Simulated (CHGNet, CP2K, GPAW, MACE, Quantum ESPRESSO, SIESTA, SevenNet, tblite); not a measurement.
**Other levels on W(110)/C(100) interface (96 atoms)**

The cell holds 96 atoms: 24 W and 72 C. Cell: a = 7.976 Å, b = 7.567 Å, c = 24.830 Å, α = 90.0°, β = 90.0°, γ = 108.4°. Bcc W(110), 3 repeat layers, 8 surface cells, strained +2.88 and -2.40 %; diamond-structure C(100), 4 layers, 9 cells, +0.00 and -0.00 %; outer planes 2.12 Å apart, 12 Å of vacuum above; not relaxed, displaced by a Gaussian of 0.02 Å. Then every atom was moved at random, 0.05 Å r.m.s. a Cartesian component. Regions: W, 24 atoms (24 W); C, 72 atoms (72 C). Vacuum lies along c.

Geometry: as built.

The reference, a calculation:

```
method                 : Kohn-Sham DFT, PBE, SSSP efficiency 1.3.0 pseudopotentials, plane waves (Quantum ESPRESSO 7.5); sssp-pbe-1.3.0-efficiency, cutoffs 45/360 Ry, Γ point
r.m.s. force component : 2.367 eV/Å
longest force          : 9.886 eV/Å
time                   : 9.1 min on 4 MPI ranks of Arm Neoverse V1, shared host
CPU time               : 37 min
```

Q: Estimate the differences from the reference, the CPU time and the memory of each run.
- GPAW revPBE, LCAO dzp, h 0.2 Å (GPAW 26.7.0; 1 thread)
- tblite GFN1-xTB (tblite 0.8.0; 1 thread)
- CP2K PBE, DZVP-MOLOPT-SR, 210/50 Ry, diagonalisation (CP2K 2026.2; 2 threads)
- GPAW PBE, plane waves 550 eV (GPAW 26.7.0; 1 thread)
- CP2K PBE, DZVP-MOLOPT-SR, 300/50 Ry, diagonalisation (CP2K 2026.2; 4 MPI ranks)
- MACE MPA-0 medium potential (MACE MPA-0 medium; 1 thread)
- CP2K PBE, SZV-MOLOPT-SR, 600/50 Ry, diagonalisation (CP2K 2026.2; 2 threads)
- SevenNet l3i5 potential (SevenNet l3i5; 1 thread)
- SIESTA PBE, TZP, shift 0.01 Ry, mesh 300 Ry (SIESTA 5.4.2; 4 MPI ranks)
- SIESTA PBE, SZP, shift 0.01 Ry, mesh 300 Ry (SIESTA 5.4.2; 2 MPI ranks)

Differences are against the plane-wave reference, forces as r.m.s. over components; share is that over the reference's r.m.s. force, slope the least-squares factor from reference forces to these. Total energies of different programs have different zeros and aren't compared.

```
                                                          run  Δ force, r.m.s. (meV/Å)  share (%)  slope  cores  CPU time  memory (GiB)
                                                    reference                        -          -      -      4    37 min           4.9
                               GPAW revPBE, LCAO dzp, h 0.2 Å                      208       8.77  1.050      1    15 min           1.5
                                              tblite GFN1-xTB                      829       35.0  1.062      1     5.5 s          0.13
CP2K PBE, DZVP-MOLOPT-SR, 210/50 Ry, diagonalisation (coarse)                     55.0       2.32  1.014      2    19 min           1.5
                                 GPAW PBE, plane waves 550 eV                     11.4      0.481  1.001      1    15 min           1.5
CP2K PBE, DZVP-MOLOPT-SR, 300/50 Ry, diagonalisation (coarse)                     53.3       2.25  1.015      4    21 min           3.6
                                  MACE MPA-0 medium potential                      613       25.9  0.790      1      11 s           1.3
 CP2K PBE, SZV-MOLOPT-SR, 600/50 Ry, diagonalisation (coarse)                      755       31.9  1.287      2    13 min           4.4
                                      SevenNet l3i5 potential                      759       32.1  0.957      1      15 s           2.2
                  SIESTA PBE, TZP, shift 0.01 Ry, mesh 300 Ry                      185       7.82  1.047      4    15 min           2.5
         SIESTA PBE, SZP, shift 0.01 Ry, mesh 300 Ry (coarse)                      629       26.6  1.131      2   6.2 min           1.3
```

Rows marked coarse were listed beforehand as settings not expected to be converged; some can still land near the reference.

Times of the machine-learned potentials are mostly Python's start and the loading of weights.

CPU time is summed over cores on a shared host, where runs went side by side, so it is rough. Symmetry, cutoffs, thresholds, outputs and thread counts weren't matched or tuned between programs; memory under MPI is the largest rank's times the ranks.

PBE on plane waves or a grid with other potentials, cutoffs or grids, coarse settings apart, differs from the reference by 0.48 % (GPAW PBE, plane waves 550 eV) of the r.m.s. force; this holds the reference's own error, so differences of a few per cent don't tell which side is nearer the exact PBE result. The PBE run in local orbitals, coarse settings apart, differs by 7.8 % (SIESTA PBE, TZP, shift 0.01 Ry, mesh 300 Ry); basis, grid and potentials can all enter. Tight binding differs by 35 % (tblite GFN1-xTB); it is another model, with fitted parameters of its own, and the xTB methods hold dispersion. Machine-learned potentials differ by 26 % (MACE MPA-0 medium potential) to 32 % (SevenNet l3i5 potential); they were trained on other programs' data. Among those trained on PBE data the slope goes as low as 0.79, which softening far from their training structures can give, though the reference's k-sampling is untested too. Periodic xTB results under one method name differ between programs and library versions. Machine-learned potentials mimic data converged in k, so the reference's own k-point error enters their differences. The electronic-structure runs sample only Γ, in a cell whose shortest periodic width is 7 Å, which is coarse for a cell with partly filled levels.

[Logs are printed without paths, hosts, clocks, repeated set-up lines and the standing remarks that a program may print on its own settings, such as how far it seeks lower states.]

[Hosts, paths, dates, database ids (printed as entryN), source tags and the programs' standing remarks are cut or masked in the printed files.]
